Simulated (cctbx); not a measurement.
# CeY3Ni8B2C4N6 with cctbx, script by script

Library: cctbx 2025.11. The data are simulated by the first script.

## 1. Simulate the data

run.py:

```python
from cctbx import adptbx, crystal, miller, sgtbx, xray
from cctbx.array_family import flex
from iotbx.shelx import hklf
from scitbx import matrix
import scitbx.random

cs = crystal.symmetry(unit_cell=(3.593, 3.593, 21.033, 90, 90, 90), space_group_symbol='Hall: -P 4 2')  # P4/mmm
atoms = [  # label, site, U (iso, or U11 U22 U33 U12 U13 U23 in A^2), occupancy
    ("Ce1", (0.5, 0.5, 0), (0.0114, 0.0114, 0.0109, 0.0000, 0.0000, -0.0000), 1),
    ("Y1", (0, 0, 0.7484), (0.0085, 0.0085, 0.0078, 0.0000, 0.0000, 0.0000), 1),
    ("Y2", (0.5, 0.5, 0.5), (0.0089, 0.0089, 0.0130, 0.0000, -0.0000, -0.0000), 1),
    ("Ni1", (0, 0.5, 0.8725), (0.0180, 0.0311, 0.0206, 0.0000, 0.0000, 0.0000), 1),
    ("Ni2", (0.5, 0, 0.6242), (0.0329, 0.0277, 0.0073, 0.0000, 0.0000, 0.0000), 1),
    ("N1", (0.5, 0.5, 0.8203), (0.0196, 0.0196, 0.0215, 0.0000, 0.0000, 0.0000), 1),
    ("N2", (0.5, 0.5, 0.3178), (0.0229, 0.0229, 0.0281, 0.0000, -0.0000, 0.0000), 1),
    ("N3", (0, 0, 0.0735), (0.0208, 0.0208, 0.0285, 0.0000, 0.0000, 0.0000), 1),
    ("C1", (0.5, 0.5, 0.7511), (0.0269, 0.0269, 0.0263, 0.0000, 0.0000, -0.0000), 1),
    ("C2", (0, 0, 0.5), (0.0166, 0.0166, 0.0169, 0.0000, 0.0000, -0.0000), 1),
    ("C3", (0, 0, 0), (0.0477, 0.0477, 0.0194, 0.0000, 0.0000, 0.0000), 1),
    ("B1", (0, 0, 0.5721), (0.0201, 0.0201, 0.0348, 0.0000, -0.0000, -0.0000), 1),
]
xs = xray.structure(crystal_symmetry=cs)
for label, site, u, occ in atoms:
    u = adptbx.u_cif_as_u_star(cs.unit_cell(), u) if isinstance(u, tuple) else u
    xs.add_scatterer(xray.scatterer(label, site=site, u=u, occupancy=occ))
xs.set_inelastic_form_factors(0.71073, "sasaki")
xs.show_summary()
p1 = xs.expand_to_p1()
ms = miller.build_set(p1, anomalous_flag=True, d_min=0.65)
flex.set_random_seed(51600)
scitbx.random.set_random_seed(51600)
ms = ms.select(flex.random_double(ms.size()) < 0.95)
i = ms.structure_factors_from_scatterers(p1, algorithm="direct").f_calc().as_intensity_array().data()
i = i / flex.sqrt(1 + 0.1 * i / flex.max(i))  # extinction
i = i * 20000 / flex.max(i)
sig = flex.sqrt(i + flex.pow2(0.04 * i) + 4 ** 2)
noise = scitbx.random.variate(scitbx.random.normal_distribution())(i.size())
data = ms.array(data=i + sig * noise, sigmas=sig).set_observation_type_xray_intensity()
with open("data.hkl", "w") as f:
    data.export_as_shelx_hklf(f)
print("reflections written:", data.size(), " <I/sigma> = %.1f" % flex.mean(data.data() / data.sigmas()))
for h, a, b in list(data.sort("data"))[:12]:
    print("%4d%4d%4d %9.1f %7.1f" % (h + (a, b)))
```

```console
$ python run.py
```

```text
Number of scatterers: 12
At special positions: 12
Unit cell: (3.593, 3.593, 21.033, 90, 90, 90)
Space group: P 4/m m m (No. 123)
reflections written: 3990  <I/sigma> = 6.6
   0   0  -8   22001.0   812.4
   1   1  -4   20059.7   804.1
  -1   1   4   19944.9   804.1
  -1   1  -4   19854.1   804.1
   0   0   8   19334.5   812.4
  -1  -1   4   19254.4   804.1
  -2   0   0   18698.2   734.1
   1  -1   4   18444.0   804.1
   1   1   4   18195.7   804.1
   0   2   0   18146.9   734.1
   2   0   0   17989.4   734.1
   0  -2   0   17894.2   734.1
```

It took 0.36 s on 1 thread of Arm Neoverse N1, with other jobs on the host, peak memory 0.07 GiB.

## 2. Symmetry

run.py:

```python
from cctbx import crystal, sgtbx, statistics
from cctbx.array_family import flex
from iotbx.shelx import hklf

p1 = crystal.symmetry(unit_cell=(3.593, 3.593, 21.033, 90, 90, 90), space_group_symbol="P 1")
raw = hklf.reader(file_name="data.hkl").as_miller_arrays(crystal_symmetry=p1, anomalous=True)[0]
print(raw.size(), "reflections to d = %.3f A" % raw.d_min())
isig = raw.data() / raw.sigmas()
print("centring   violations  <I/sigma> of those")
best = "P"
for c in "ABCIRF":
    a = raw.customized_copy(space_group_info=sgtbx.space_group_info("Hall: %s 1" % c)).sys_absent_flags().data()
    m = flex.mean(isig.select(a))
    print("%5s %10d of %5d %8.1f" % (c, (isig.select(a) > 4).count(True), a.count(True), m))
    if (isig.select(a) > 4).count(True) < 0.01 * a.count(True):
        best = c
raw = raw.select(~raw.customized_copy(space_group_info=sgtbx.space_group_info("Hall: %s 1" % best)).sys_absent_flags().data())
isig = raw.data() / raw.sigmas()
rows = []
for s in sgtbx.space_group_symbol_iterator():
    g = sgtbx.space_group(s)
    if g.conventional_centring_type_symbol() != best or not g.is_compatible_unit_cell(p1.unit_cell(), 1e-3, 0.02):
        continue
    rows.append((s, g))
print("Laue class    unique    Rint  (classes that these axes allow; Friedel mates merged)")
rint = {}
for s, g in rows:
    laue = g.build_derived_patterson_group()
    key = laue.type().hall_symbol()
    if key not in rint:
        m = raw.customized_copy(space_group_info=laue.info(), anomalous_flag=False).merge_equivalents()
        rint[key] = m.r_int()
        print("%-14s %6d %7.3f" % (laue.type().lookup_symbol(), m.array().size(), m.r_int()))
floor = min(rint.values())
good = [(s, g) for s, g in rows if rint[g.build_derived_patterson_group().type().hall_symbol()] < 2 * floor + 0.03]
top = max(g.build_derived_patterson_group().order_z() for s, g in good)
print("space group    extra absences  I>4sigma  <I/sigma>")
for s, g in good:
    laue = g.build_derived_patterson_group()
    if laue.order_z() != top:
        continue
    a = raw.customized_copy(space_group_info=g.info()).sys_absent_flags().data()
    a &= ~raw.customized_copy(space_group_info=laue.info()).sys_absent_flags().data()
    bad = (isig.select(a) > 4).count(True)
    if bad <= 0.03 * a.count(True):
        print("%-16s %8d %10d %9s  %s" % (s.universal_hermann_mauguin(), a.count(True), bad, "%.1f" % flex.mean(isig.select(a)) if a.count(True) else "-", "centric" if g.is_centric() else "acentric"))
laue = max(good, key=lambda t: t[1].build_derived_patterson_group().order_z())[1].build_derived_patterson_group()
f = raw.customized_copy(space_group_info=laue.info(), anomalous_flag=False).merge_equivalents().array().eliminate_sys_absent().f_sq_as_f()
f.set_observation_type_xray_amplitude()
bins = max(3, min(8, f.size() // 12))
f.setup_binner(n_bins=bins)
w = statistics.wilson_plot(f, {e: n / laue.order_z() for e, n in {'Ce': 1.0, 'Y': 3.0, 'Ni': 8.0, 'N': 6.0, 'C': 4.0, 'B': 2.0}.items()}, e_statistics=True)
print("Wilson B = %.2f A^2   <|E^2-1|> = %.3f (0.968 centric, 0.736 acentric)   E^2>4: %.1f %%" % (w.wilson_b, w.mean_e_sq_minus_1, w.percent_e_sq_gt_2))
print("shell (A)         n   <I/sigma>")
m = raw.customized_copy(space_group_info=laue.info(), anomalous_flag=False).merge_equivalents().array().eliminate_sys_absent()
for b in m.setup_binner(n_bins=bins).range_used():
    sel = m.binner().selection(b)
    print("%5.2f - %4.2f %6d %8.1f" % (min(m.binner().bin_d_range(b)[0] if m.binner().bin_d_range(b)[0] > 0 else 99, 99), m.binner().bin_d_range(b)[1], sel.count(True), flex.mean((m.data() / m.sigmas()).select(sel))))
```

```console
$ python run.py
```

```text
3990 reflections to d = 0.650 A
centring   violations  <I/sigma> of those
    A       1065 of  2001      6.7
    B       1079 of  2010      6.7
    C       1100 of  2045      7.0
    I       1129 of  1975      7.3
    R       1404 of  2656      6.7
    F       1622 of  3028      6.8
Laue class    unique    Rint  (classes that these axes allow; Friedel mates merged)
P -1             2082   0.032
P 1 2/m 1        1188   0.037
P 1 1 2/m        1086   0.039
P 2/m 1 1        1190   0.038
P m m m           687   0.041
P 4/m             559   0.043
P 4/m m m         400   0.043
space group    extra absences  I>4sigma  <I/sigma>
P 4 2 2                 0          0         -  acentric
P 4 m m                 0          0         -  acentric
P -4 2 m                0          0         -  acentric
P -4 m 2                0          0         -  acentric
P 4/m m m               0          0         -  centric
Wilson B = 1.20 A^2   <|E^2-1|> = 1.214 (0.968 centric, 0.736 acentric)   E^2>4: 5.6 %
shell (A)         n   <I/sigma>
21.04 - 1.30     68     23.1
 1.30 - 1.03     56     20.4
 1.03 - 0.90     43     22.4
 0.90 - 0.82     53     19.2
 0.82 - 0.76     48     18.0
 0.76 - 0.72     37     18.7
 0.72 - 0.68     53     17.7
 0.68 - 0.65     42     13.2
```

Time: 0.51 s.

## 3. Charge flipping

run.py:

```python
import itertools
from cctbx import crystal, maptbx
from cctbx.array_family import flex
from iotbx.shelx import hklf
from smtbx.ab_initio import charge_flipping as cf

cs = crystal.symmetry(unit_cell=(3.593, 3.593, 21.033, 90, 90, 90), space_group_symbol='Hall: -P 4 2')  # P4/mmm
raw = hklf.reader(file_name="data.hkl").as_miller_arrays(crystal_symmetry=cs, anomalous=True)[0]
merged = raw.eliminate_sys_absent().merge_equivalents()
fo2 = merged.array().set_observation_type_xray_intensity()
f = fo2.average_bijvoet_mates().f_sq_as_f().resolution_filter(d_min=0.65)
p1 = f.expand_to_p1()
p1.setup_binner_counting_sorted(reflections_per_bin=max(40, p1.size() // 12))
work = p1.array(data=p1.data() / p1.amplitude_quasi_normalisations().data())
flex.set_random_seed(87651)
it = cf.weak_reflection_improved_iterator(delta=None, weak_reflection_fraction=0.2)
it.start(work, phases=flex.random_double(p1.size()) * 6.2832, f_000=0)
it.delta = 0.9 * it.rho_map.sigma()
print("cycle      R  skewness")
for n, st in enumerate(itertools.islice(it, 300)):
    if n % 25 == 0:
        print("%5d %6.3f %8.2f" % (n, st.r1_factor(), st.rho_map.skewness()))
rho = p1.phase_transfer(it.f_calc).fft_map().apply_volume_scaling()
polish = cf.low_density_elimination_iterator(constant_rho_c=rho.sigma())
polish.start(f_obs=p1, phases=it.f_calc, f_000=0)
for _ in range(8):
    next(polish)
print("origin shift          correlation  skewness")
maps = []
for fc, shift, cc in itertools.islice(cf.f_calc_symmetrisations(f, polish.f_calc, 0), 4):
    m = f.phase_transfer(fc).fft_map(symmetry_flags=maptbx.use_space_group_symmetry, resolution_factor=0.25).apply_sigma_scaling()
    maps.append((m.skewness(), cc, m))
    print("%6.3f %6.3f %6.3f %10.3f %9.2f" % (tuple(shift) + (cc, m.skewness())))
skew, cc, m = max((t for t in maps if t[1] > maps[0][1] - 0.04), key=lambda t: t[0])
print("taken: symmetry correlation %.3f, skewness %.2f" % (cc, skew))
peaks = m.peak_search(parameters=maptbx.peak_search_parameters(min_distance_sym_equiv=0.9, max_clusters=17)).all()
sps = cs.special_position_settings(min_distance_sym_equiv=0.5)
print("peak      x       y       z  mult  height/sigma")
for k, (x, h) in enumerate(zip(peaks.sites(), peaks.heights())):
    ss = sps.site_symmetry(x)
    print("Q%-3d %7.4f %7.4f %7.4f %4d %8.1f" % ((k + 1,) + tuple(t % 1 for t in ss.exact_site()) + (ss.multiplicity(), h)))
```

```console
$ python run.py
```

```text
cycle      R  skewness
    0  0.531     0.34
   25  0.400     1.79
   50  0.408     1.80
   75  0.413     1.84
  100  0.422     1.94
  125  0.440     2.47
  150  0.412     5.50
  175  0.427     5.29
  200  0.427     5.38
  225  0.424     5.36
  250  0.426     5.17
  275  0.431     5.31
origin shift          correlation  skewness
 0.442  0.883  0.086      0.973      8.76
 0.442  0.883  0.336      0.973      8.93
 0.439  0.878  0.457      0.973      5.86
 0.439  0.878  0.207      0.973      5.95
taken: symmetry correlation 0.973, skewness 8.93
peak      x       y       z  mult  height/sigma
Q1    0.5000  0.5000  0.0000    1     24.9
Q2    0.0000  0.0000  0.2499    2     21.3
Q3    0.5000  0.5000  0.5000    1     18.9
Q4    0.0000  0.5000  0.3761    4     12.6
Q5    0.0000  0.5000  0.1275    4     12.4
Q6    0.0000  0.0000  0.0000    1      3.7
Q7    0.5000  0.5000  0.3220    2      3.3
Q8    0.0000  0.0000  0.0690    2      3.0
Q9    0.5000  0.5000  0.1870    2      2.6
Q10   0.0000  0.0000  0.5000    1      2.1
Q11   0.0000  0.0000  0.4158    2      1.3
Q12   0.5000  0.5000  0.2488    2      1.0
Q13   0.0000  0.5000  0.1798    4      0.8
Q14   0.3100  0.3100  0.5000    4      0.7
Q15   0.1929  0.1929  0.2484    8      0.7
Q16   0.0000  0.2904  0.3496    8      0.7
Q17   0.2910  0.2910  0.3693    8      0.6
```

Time: 0.83 s.

## 4. Refinement (model from the peaks)

run.py:

```python
import math
from cctbx import adptbx, crystal, maptbx, sgtbx, xray
from cctbx.array_family import flex
from cctbx.xray import observations
from iotbx.shelx import hklf
from scitbx.lstbx import normal_eqns_solving
from smtbx import absolute_structure, utils
from smtbx.refinement import constraints, least_squares

cs = crystal.symmetry(unit_cell=(3.593, 3.593, 21.033, 90, 90, 90), space_group_symbol='Hall: -P 4 2')  # P4/mmm
atoms = [  # label, site, U (iso, or U11 U22 U33 U12 U13 U23 in A^2), occupancy
    ("Ce1", (0.5, 0.5, 0), 0.0200, 1),
    ("Y1", (0, 0, 0.2499), 0.0200, 1),
    ("Y2", (0.5, 0.5, 0.5), 0.0200, 1),
    ("Ni1", (0, 0.5, 0.3761), 0.0200, 1),
    ("Ni2", (0, 0.5, 0.1275), 0.0200, 1),
    ("N1", (0, 0, 0), 0.0200, 1),
    ("N2", (0.5, 0.5, 0.322), 0.0200, 1),
    ("N3", (0, 0, 0.069), 0.0200, 1),
    ("C1", (0.5, 0.5, 0.187), 0.0200, 1),
    ("N4", (0, 0, 0.5), 0.0200, 1),
    ("C2", (0, 0, 0.4158), 0.0200, 1),
]
xs = xray.structure(crystal_symmetry=cs)
for label, site, u, occ in atoms:
    u = adptbx.u_cif_as_u_star(cs.unit_cell(), u) if isinstance(u, tuple) else u
    xs.add_scatterer(xray.scatterer(label, site=site, u=u, occupancy=occ))
xs.set_inelastic_form_factors(0.71073, "sasaki")
raw = hklf.reader(file_name="data.hkl").as_miller_arrays(crystal_symmetry=cs, anomalous=True)[0]
merged = raw.eliminate_sys_absent().merge_equivalents()
fo2 = merged.array().set_observation_type_xray_intensity()
print("Rint %.3f, %d unique reflections to %.2f A" % (merged.r_int(), fo2.size(), fo2.d_min()))
for sc in xs.scatterers():
    sc.flags.set_grad_site(True)
    sc.flags.set_grad_u_aniso(sc.flags.use_u_aniso())
    sc.flags.set_grad_u_iso(sc.flags.use_u_iso())
obs = fo2.as_xray_observations()
extra = {}
rep = constraints.reparametrisation(xs, [], utils.connectivity_table(xs), **extra)
ls = least_squares.crystallographic_ls(obs, rep, weighting_scheme=least_squares.mainstream_shelx_weighting(a=0, b=0))
print("cycle     R1     wR2    GooF  max shift (A)")
for cycle in range(6):
    ls.build_up()
    r1, wr2, goof = ls.r1_factor(cutoff_factor=2)[0], ls.wR2(), ls.goof()
    old = xs.sites_cart()
    normal_eqns_solving.levenberg_marquardt_iterations(ls, n_max_iterations=3, tau=0.0001, step_threshold=1e-7)
    big = flex.max((xs.sites_cart() - old).norms())
    print("%4d %7.4f %7.4f %7.3f %9.5f" % (cycle + 1, r1, wr2, goof, big))
    ls.build_up(objective_only=True)
    if abs(ls.wR2() - wr2) < 5e-5 and big < 5e-4:
        break
ls.build_up()
print("final R1 %.4f wR2 %.4f GooF %.3f  parameters %d  data/parameter %.1f" % (ls.r1_factor(cutoff_factor=2)[0], ls.wR2(), ls.goof(), ls.n_parameters, fo2.size() / ls.n_parameters))
cov = ls.covariance_matrix_and_annotations()
su = dict(zip(cov.annotations, (math.sqrt(max(v, 0)) for v in cov.matrix.matrix_packed_u_diagonal())))
a2 = cs.unit_cell().reciprocal_parameters()[0] ** -2
print("atom        x        y        z      Ueq    occ   su(xyz)  su(Uiso or U11)")
for sc in xs.scatterers():
    s = max(su.get(sc.label + k, 0) for k in (".x", ".y", ".z"))
    npd = "" if sc.is_positive_definite_u(cs.unit_cell()) else "  NPD"
    print("%-5s %8.5f %8.5f %8.5f %8.4f %6.3f %8.5f %7.4f%s" % ((sc.label,) + sc.site + (sc.u_iso_or_equiv(cs.unit_cell()), sc.occupancy, s, su.get(sc.label + ".uiso", su.get(sc.label + ".u11", 0) * a2), npd)))
fo = fo2.f_sq_as_f()
fc = fo.structure_factors_from_scatterers(xs, algorithm="direct").f_calc()
diff = fo.f_obs_minus_f_calc(1 / math.sqrt(ls.scale_factor()), fc).average_bijvoet_mates()
m = diff.fft_map(symmetry_flags=maptbx.use_space_group_symmetry, resolution_factor=0.25).apply_volume_scaling()
print("difference map: max %.2f min %.2f rms %.2f" % (m.statistics().max(), m.statistics().min(), m.statistics().sigma()))
peaks = m.peak_search(parameters=maptbx.peak_search_parameters(min_distance_sym_equiv=0.6, max_clusters=6)).all()
near = xs.closest_distances(peaks.sites(), distance_cutoff=4)
sps = cs.special_position_settings(min_distance_sym_equiv=0.5)
for k, (x, h) in enumerate(zip(peaks.sites(), peaks.heights())):
    ss = sps.site_symmetry(x)
    print("Q%-3d %7.4f %7.4f %7.4f %4d %7.2f  %.2f A from %s" % ((k + 1,) + tuple(t % 1 for t in ss.exact_site()) + (ss.multiplicity(), h, near.smallest_distances[k], xs.scatterers()[near.i_seqs[k]].label)))
```

```console
$ python run.py
```

```text
Rint 0.043, 400 unique reflections to 0.65 A
cycle     R1     wR2    GooF  max shift (A)
   1  0.1981  0.4689  13.328   0.24200
   2  0.1009  0.2068   5.877   0.01525
   3  0.1008  0.2062   5.861   0.00125
   4  0.1009  0.2060   5.856   0.00050
   5  0.1010  0.2059   5.853   0.00036
   6  0.1011  0.2059   5.852   0.00028
final R1 0.1011 wR2 0.2058 GooF 5.850  parameters 18  data/parameter 22.2
atom        x        y        z      Ueq    occ   su(xyz)  su(Uiso or U11)
Ce1    0.50000  0.50000  0.00000   0.0100  1.000  0.00000  0.0005
Y1     0.00000  0.00000  0.25170   0.0068  1.000  0.00011  0.0005
Y2     0.50000  0.50000  0.50000   0.0088  1.000  0.00000  0.0007
Ni1    0.00000  0.50000  0.37586   0.0207  1.000  0.00014  0.0007
Ni2    0.00000  0.50000  0.12768   0.0220  1.000  0.00015  0.0007
N1     0.00000  0.00000  0.00000   0.2065  1.000  0.00000  0.0737
N2     0.50000  0.50000  0.31545   0.0235  1.000  0.00136  0.0049
N3     0.00000  0.00000  0.07327   0.0271  1.000  0.00147  0.0055
C1     0.50000  0.50000  0.18072   0.0143  1.000  0.00127  0.0042
N4     0.00000  0.00000  0.50000   0.0413  1.000  0.00000  0.0112
C2     0.00000  0.00000  0.42814   0.0396  1.000  0.00218  0.0086
difference map: max 13.78 min -8.55 rms 0.84
Q1    0.5000  0.5000  0.2497    2   13.97  1.38 A from N2
Q2    0.5000  0.5000  0.0000    1   11.09  0.00 A from Ce1
Q3    0.0000  0.3969  0.3753    8    7.70  0.37 A from Ni1
Q4    0.0000  0.0000  0.0000    1    7.55  0.00 A from N1
Q5    0.5000  0.5000  0.5000    1    5.97  0.00 A from Y2
Q6    0.0000  0.4056  0.1264    8    5.78  0.34 A from Ni2
```

Time: 0.66 s.

Figures of merit this high mean that the model is still wrong or incomplete.

## 5. Refinement (atoms added from the difference map)

run.py, as its changes from the last script of this kind:

```diff
@@ -12,11 +12,12 @@
-    ("Ce1", (0.5, 0.5, 0), 0.0200, 1),
-    ("Y1", (0, 0, 0.2499), 0.0200, 1),
-    ("Y2", (0.5, 0.5, 0.5), 0.0200, 1),
-    ("Ni1", (0, 0.5, 0.3761), 0.0200, 1),
-    ("Ni2", (0, 0.5, 0.1275), 0.0200, 1),
-    ("N1", (0, 0, 0), 0.0200, 1),
-    ("N2", (0.5, 0.5, 0.322), 0.0200, 1),
-    ("N3", (0, 0, 0.069), 0.0200, 1),
-    ("C1", (0.5, 0.5, 0.187), 0.0200, 1),
-    ("N4", (0, 0, 0.5), 0.0200, 1),
-    ("C2", (0, 0, 0.4158), 0.0200, 1),
+    ("Ce1", (0.5, 0.5, 0), 0.0100, 1),
+    ("Y1", (0, 0, 0.2517), 0.0068, 1),
+    ("Y2", (0.5, 0.5, 0.5), 0.0088, 1),
+    ("Ni1", (0, 0.5, 0.37586), 0.0207, 1),
+    ("Ni2", (0, 0.5, 0.12768), 0.0220, 1),
+    ("N1", (0, 0, 0), 0.2065, 1),
+    ("N2", (0.5, 0.5, 0.31545), 0.0235, 1),
+    ("N3", (0, 0, 0.07327), 0.0271, 1),
+    ("C1", (0.5, 0.5, 0.18072), 0.0143, 1),
+    ("N4", (0, 0, 0.5), 0.0413, 1),
+    ("C2", (0, 0, 0.42814), 0.0396, 1),
+    ("B1", (0.5, 0.5, 0.2497), 0.0200, 1),
@@ -67 +68 @@
-peaks = m.peak_search(parameters=maptbx.peak_search_parameters(min_distance_sym_equiv=0.6, max_clusters=6)).all()
+peaks = m.peak_search(parameters=maptbx.peak_search_parameters(min_distance_sym_equiv=0.6, max_clusters=5)).all()
```

```console
$ python run.py
```

```text
Rint 0.043, 400 unique reflections to 0.65 A
cycle     R1     wR2    GooF  max shift (A)
   1  0.0881  0.1897   5.406   0.07621
   2  0.0850  0.1838   5.237   0.00968
   3  0.0843  0.1825   5.201   0.01249
   4  0.0838  0.1813   5.165   0.01851
   5  0.0836  0.1807   5.149   0.01034
   6  0.0837  0.1806   5.146   0.00307
final R1 0.0837 wR2 0.1806 GooF 5.145  parameters 20  data/parameter 20.0
atom        x        y        z      Ueq    occ   su(xyz)  su(Uiso or U11)
Ce1    0.50000  0.50000  0.00000   0.0111  1.000  0.00000  0.0005
Y1     0.00000  0.00000  0.25142   0.0081  1.000  0.00011  0.0004
Y2     0.50000  0.50000  0.50000   0.0105  1.000  0.00000  0.0006
Ni1    0.00000  0.50000  0.37562   0.0228  1.000  0.00014  0.0006
Ni2    0.00000  0.50000  0.12733   0.0218  1.000  0.00014  0.0006
N1     0.00000  0.00000  0.00000   0.0509  1.000  0.00000  0.0121
N2     0.50000  0.50000  0.31581   0.0240  1.000  0.00117  0.0041
N3     0.00000  0.00000  0.07314   0.0272  1.000  0.00124  0.0046
C1     0.50000  0.50000  0.17976   0.0153  1.000  0.00110  0.0036
N4     0.00000  0.00000  0.50000   0.0373  1.000  0.00000  0.0088
C2     0.00000  0.00000  0.42883   0.0403  1.000  0.00185  0.0073
B1     0.50000  0.50000  0.24351   0.0204  1.000  0.00146  0.0052
difference map: max 5.76 min -9.33 rms 0.65
Q1    0.0000  0.3899  0.3759    8    6.03  0.40 A from Ni1
Q2    0.5000  0.5000  0.4827    2    4.35  0.36 A from Y2
Q3    0.5000  0.5000  0.0000    1    4.12  0.00 A from Ce1
Q4    0.0000  0.3724  0.1285    8    4.05  0.46 A from Ni2
Q5    0.5000  0.5000  0.2590    2    3.79  0.33 A from B1
```

Time: 0.66 s.

Figures of merit this high mean that the model is still wrong or incomplete.

[Logs are printed without paths, hosts, clocks, repeated set-up lines and the standing remarks that a program may print on its own settings, such as how far it seeks lower states.]
